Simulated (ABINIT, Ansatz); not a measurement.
# Converging GW for InGaN2 (P3m1) in ABINIT, part 2 of 2

Wanted: a converged G0W0 gap of InGaN2 (P3m1), or an estimate of the limit.

ABINIT 10.8.3; LDA and many-body steps on it, plane waves. Known limits of the many-body steps: not at the basis limit; screening runs away on this mesh; no spin-orbit coupling; coarse k mesh.

So far. Step 3 (Screening, 3×3×2 mesh, 46 bands, screening to 76.2 eV): Local fields lower ε∞ by 22 %. The value itself is an artefact of the mesh, where one narrow direct gap carries too much weight. Step 4 (46 bands, 76.2 eV): The gap on the mesh goes from 0.24 eV to 0.76 eV, a correction of +0.53 eV.

## 6. 93 bands, 141.5 eV

This step: G0W0 on LDA, plane waves, norm-conserving pseudopotentials.

Input file run.abi:

```
acell 3*1.0 Angstrom
rprim 
  3.399288205422 -0.000000000005 0.000000000000
  -1.699644102707 2.943869940683 0.000000000000
  0.000000000000 0.000000000000 5.551613000000
ntypat 3
znucl 49 31 7
natom 4
typat 1 2 3 3
xred 
  0.000000000000 0.000000000000 0.998402000000
  0.666666666667 0.333333333333 0.495356000000
  0.666666666667 0.333333333333 0.145617000000
  0.000000000000 0.000000000000 0.602224000000
pp_dirpath "pseudos"
pseudos "In.upf, Ga.upf, N.upf"
ecut 45
ngkpt 3 3 2
nshiftk 1
shiftk 0 0 0
kptopt 1
chksymbreak 0
istwfk *1
occopt 1
irdwfk 1
optdriver 4
nband 93
gwcalctyp 0
ecutsigx 45
symsigma 1
nkptgw 1
kptgw 
  0.0000000000 0.0000000000 0.0000000000
bdgw 
  25 28
ecuteps 5.2
irdscr 1
ppmodel 1
indata_prefix "in"
outdata_prefix "out"
tmpdata_prefix "tmp"
```

Launch:

```
OMP_NUM_THREADS=1 mpirun -n 4 abinit run.abi > log
```

Numbers of over 12 decimals in the logs are rounded to 6 here.

Log:

```text
.Version 10.8.3 of ABINIT. v10.8.2 released Aug 2026.

 Symmetries : space group P3 m 1 (#156); Bravais hP (primitive hexag.)
[... echo of the input left out ...]
== DATASET  1 ==================================================================
-   mpi_nproc: 4, omp_nthreads: 1 (-1 if OMP is not activated)

--- !DatasetInfo
iteration_state: {dtset: 1, }
dimensions: {natom: 4, nkpt: 6, mband: 93, nsppol: 1, nspinor: 1, nspden: 1, mpw: 5432, }
cutoff_energies: {ecut:  45.0, pawecutdg:  -1.0, }
electrons: {nelect:   5.20000000E+01, charge:   0.00000000E+00, occopt:   1.00000000E+00, tsmear:   1.00000000E-02, }

 SIGMA: Calculation of the GW corrections

 Based on a program developped by R.W. Godby, V. Olevano, G. Onida, and L. Reining.
 Incorporated in ABINIT by V. Olevano, G.-M. Rignanese, and M. Torrent.
.Using double precision arithmetic ; gwpc =  8

[... cell and pseudopotentials left out ...]
--------------------------------------------------------------------------------

 ==== K-mesh for the wavefunctions ====
 Number of points in the irreducible wedge :     6
[... list of points left out ...]
 Together with  6 symmetry operations and time-reversal symmetry
 yields    18 points in the full Brillouin Zone.

 ==== Q-mesh for screening function ====
 Number of points in the irreducible wedge :     6
[... list of points left out ...]
 Together with  6 symmetry operations and time-reversal symmetry
 yields    18 points in the full Brillouin Zone.

 vcoul_init : cutoff-mode = AUXILIARY_FUNCTION
 q-points for optical limit:   1
     1)      0.000010    0.000020    0.000030
 setmesh: FFT mesh size selected  =    36x   36x   64
          total number of points  =        82944

 Number of electrons calculated from density =   52.0000; Expected =   52.0000
[...]
number of k-points in IBZ                           6
 number of q-points in IBZ                           6
 number of symmetry operations                       6
 number of k-points in BZ                           18
 number of q-points in BZ                           18
 number of frequencies for dSigma/dE                 9
 frequency step for dSigma/dE [eV]                0.25
 number of omega for Sigma on real axis              0
 max omega for Sigma on real axis  [eV]           0.00
 zcut for avoiding poles [eV]                     0.10

 EPSILON^-1 parameters (SCR file):
 dimension of the eps^-1 matrix on file            233
 dimension of the eps^-1 matrix used               233
 number of plane-waves for wavefunctions          5383
 number of bands                                    93
 number of q-points in IBZ                           6
 number of frequencies                               2
 number of real frequencies                          1
 number of imag frequencies                          1

 matrix elements of self-energy operator (all in [eV])

 Perturbative Calculation

--- !SelfEnergy_ee
iteration_state: {dtset: 1, }
kpoint     : [   0.000,    0.000,    0.000, ]
spin       : 1
KS_gap     :    0.235
QP_gap     :    0.725
Delta_QP_KS:    0.490
data: !SigmaeeData |
     Band     E0 <VxcDFT>   SigX SigC(E0)      Z dSigC/dE  Sig(E)    E-E0       E
       25   6.073 -18.214 -21.589   3.730   0.775  -0.290 -17.939   0.275   6.349
       26   6.073 -18.214 -21.589   3.730   0.775  -0.290 -17.939   0.275   6.349
       27   6.308 -14.069  -9.826  -3.292   0.806  -0.241 -13.303   0.766   7.074
       28   9.139 -13.894  -8.530  -4.121   0.816  -0.226 -12.880   1.014  10.153

== END DATASET(S) ==============================================================
================================================================================

 -outvars: echo values of variables after computation  --------
           etotal      0.0000000000E+00
            nband          93
             nkpt           6
          spgroup         156
 [... the other variables as echoed above ...]

 Calculation completed.
```

The job ended after 8.8 s (4 MPI ranks of Arm Neoverse N1, shared host; peak memory 0.68 GiB).

Numbers from this step:

| Quantity | Value |
| --- | --- |
| G0W0 gap on the points computed | 0.7250 eV |
| starting gap on the mesh | 0.2351 eV |
| k of the valence top | 0, 0, 0 |
| k of the conduction bottom | 0, 0, 0 |
| Z at the valence top | 0.775 |
| Z at the conduction bottom | 0.806 |
| least direct G0W0 gap on the computed points | 0.7250 eV |

Against G0W0 in ABINIT (3×3×2 mesh, 46 bands, screening to 76.2 eV, Godby-Needs plasmon pole), the gap moves by −0.036 eV.

## 7. Screening, 3×3×2 mesh, 191 bands, screening to 217.7 eV

This step: RPA screening on LDA, plane waves, norm-conserving pseudopotentials.

run.abi: that of step 6 with these lines changed.

```diff
@@ -25,15 +25,8 @@
 irdwfk 1
-optdriver 4
-nband 93
-gwcalctyp 0
-ecutsigx 45
-symsigma 1
-nkptgw 1
-kptgw 
-  0.0000000000 0.0000000000 0.0000000000
-bdgw 
-  25 28
-ecuteps 5.2
-irdscr 1
-ppmodel 1
+optdriver 3
+nband 191
+ecuteps 8
+inclvkb 2
+awtr 1
+symchi 1
 indata_prefix "in"
```

Log:

```text
.Version 10.8.3 of ABINIT. v10.8.2 released Aug 2026.

 Symmetries : space group P3 m 1 (#156); Bravais hP (primitive hexag.)
[... echo of the input left out ...]
== DATASET  1 ==================================================================
-   mpi_nproc: 4, omp_nthreads: 1 (-1 if OMP is not activated)

--- !DatasetInfo
iteration_state: {dtset: 1, }
dimensions: {natom: 4, nkpt: 6, mband: 191, nsppol: 1, nspinor: 1, nspden: 1, mpw: 5432, }
cutoff_energies: {ecut:  45.0, pawecutdg:  -1.0, }
[...]
--------------------------------------------------------------------------------
[... chi0 elements left out ...]
 For q-point:  0.000010 0.000020 0.000030
  dielectric constant = 731.6359
  dielectric constant without local fields = 947.9795

  Average fulfillment of the sum rule on Im[epsilon] for q-point    1 :     61.07  [%]
[... wings left out ...]
  q-point number  2        q = ( 0.333333, 0.000000, 0.000000) [r.l.u.]
--------------------------------------------------------------------------------
[... chi0 elements left out ...]
  Average fulfillment of the sum rule on Im[epsilon] for q-point    2 :     65.19  [%]

 [... 4 further q-points ...]
```

The job ended after 1.9 min (4 MPI ranks; peak memory 1.1 GiB; 7.8 min of CPU time).

Numbers from this step:

```
ε∞ with local fields, on this mesh, along the program's q direction : 731.6
the same without local fields                                       : 948.0
plasma frequency                                                    : 35.92 eV
plane waves in the screening matrix                                 : 391
```

## 8. 191 bands, 217.7 eV

This step: G0W0 on LDA, plane waves, norm-conserving pseudopotentials.

run.abi: that of step 7 with these lines changed.

```diff
@@ -25,8 +25,15 @@
 irdwfk 1
-optdriver 3
+optdriver 4
 nband 191
+gwcalctyp 0
+ecutsigx 45
+symsigma 1
+nkptgw 1
+kptgw 
+  0.0000000000 0.0000000000 0.0000000000
+bdgw 
+  25 28
 ecuteps 8
-inclvkb 2
-awtr 1
-symchi 1
+irdscr 1
+ppmodel 1
 indata_prefix "in"
```

Log:

```text
.Version 10.8.3 of ABINIT. v10.8.2 released Aug 2026.

 Symmetries : space group P3 m 1 (#156); Bravais hP (primitive hexag.)
[... echo of the input left out ...]
== DATASET  1 ==================================================================
-   mpi_nproc: 4, omp_nthreads: 1 (-1 if OMP is not activated)

--- !DatasetInfo
iteration_state: {dtset: 1, }
dimensions: {natom: 4, nkpt: 6, mband: 191, nsppol: 1, nspinor: 1, nspden: 1, mpw: 5432, }
cutoff_energies: {ecut:  45.0, pawecutdg:  -1.0, }
[...]
26   6.073 -18.214 -21.589   3.279   0.775  -0.291 -18.289  -0.075   5.999
       27   6.308 -14.069  -9.826  -3.655   0.806  -0.241 -13.595   0.474   6.782
       28   9.139 -13.894  -8.530  -4.516   0.816  -0.226 -13.202   0.692   9.831

== END DATASET(S) ==============================================================
================================================================================

 -outvars: echo values of variables after computation  --------
           etotal      0.0000000000E+00
            nband         191
             nkpt           6
          spgroup         156
 [... the other variables as echoed above ...]

 Calculation completed.
```

The job ended after 21 s (4 MPI ranks; peak memory 0.99 GiB; 83 s of CPU time).

This step gave:

```
G0W0 gap on the points computed              : 0.7830 eV
starting gap on the mesh                     : 0.2351 eV
k of the valence top                         : 0, 0, 0
k of the conduction bottom                   : 0, 0, 0
least direct G0W0 gap on the computed points : 0.7830 eV
```

Against G0W0 in ABINIT (3×3×2 mesh, 93 bands, screening to 141.5 eV, Godby-Needs plasmon pole), the gap moves by +0.058 eV.

## 9. The runs together

Times are wall times on 4 MPI ranks of Arm Neoverse N1, shared host, good to a factor of about two. A run's time includes the screening step that it read.

```csv
run,mesh,bands,screening cutoff (eV),DFT gap (eV),gap on the mesh (eV),direct (eV),ε∞ used,time
"46 bands, 76.2 eV",3×3×2,46,76.2,0.235,0.761,0.761,743.27,20 s
"93 bands, 141.5 eV",3×3×2,93,141.5,0.235,0.725,0.725,730.13,49 s
"191 bands, 217.7 eV",3×3×2,191,217.7,0.235,0.783,0.783,731.64,2.3 min
```

## 10. What came out

```
46 bands, 76.2 eV   : 0.761 eV
93 bands, 141.5 eV  : 0.725 eV
191 bands, 217.7 eV : 0.783 eV
known limits        : not at the basis limit; screening runs away on this mesh; no spin-orbit coupling; coarse k mesh
```

What this shows: From the first rung to the last the gap moves by +0.02 eV for 6.9 times the time. The gap turns back along the series, so no limit is drawn from it. In the first G0W0 run levels were corrected at 1 k point alone, so a gap called «on the mesh» is the least over those, and an edge elsewhere would be missed. The 3×3×2 mesh is coarse for this cell, which bears on the long-range parts of exchange and screening. On this mesh the RPA ε∞ passes 90, more than nearly any semiconductor shows; a coarse mesh does this where one point with a narrow direct gap carries much weight. The screening is then too strong, and the G0W0 gap should not be taken as the material's. The many-body steps are scalar-relativistic: spin-orbit coupling is not in them.

[Paths, hosts, dates, memory and timing lines, banners, echoed tables and standing remarks are left out of the program output.]

[Logs are printed without paths, hosts, clocks, repeated set-up lines and the standing remarks that a program may print on its own settings, such as how far it seeks lower states.]

[Runs of the session that timed out or met a known fault of the program may be left out.]

[No measured gap is set beside runs whose start may be inverted or whose files or cutoffs have a known fault.]

[Hosts, paths, dates, database ids (printed as entryN), source tags and the programs' standing remarks are cut or masked in the printed files.]

[G0W0 gaps are taken among the corrected bands and points alone; a level outside them can change the order at an edge.]

[Where Ansatz stands beside ABINIT at settings called matched, ABINIT's density can come from a denser mesh and the files from another edition; pairs whose starting gaps differed by over 0.03 eV were left out, so agreement reads better than it is.]
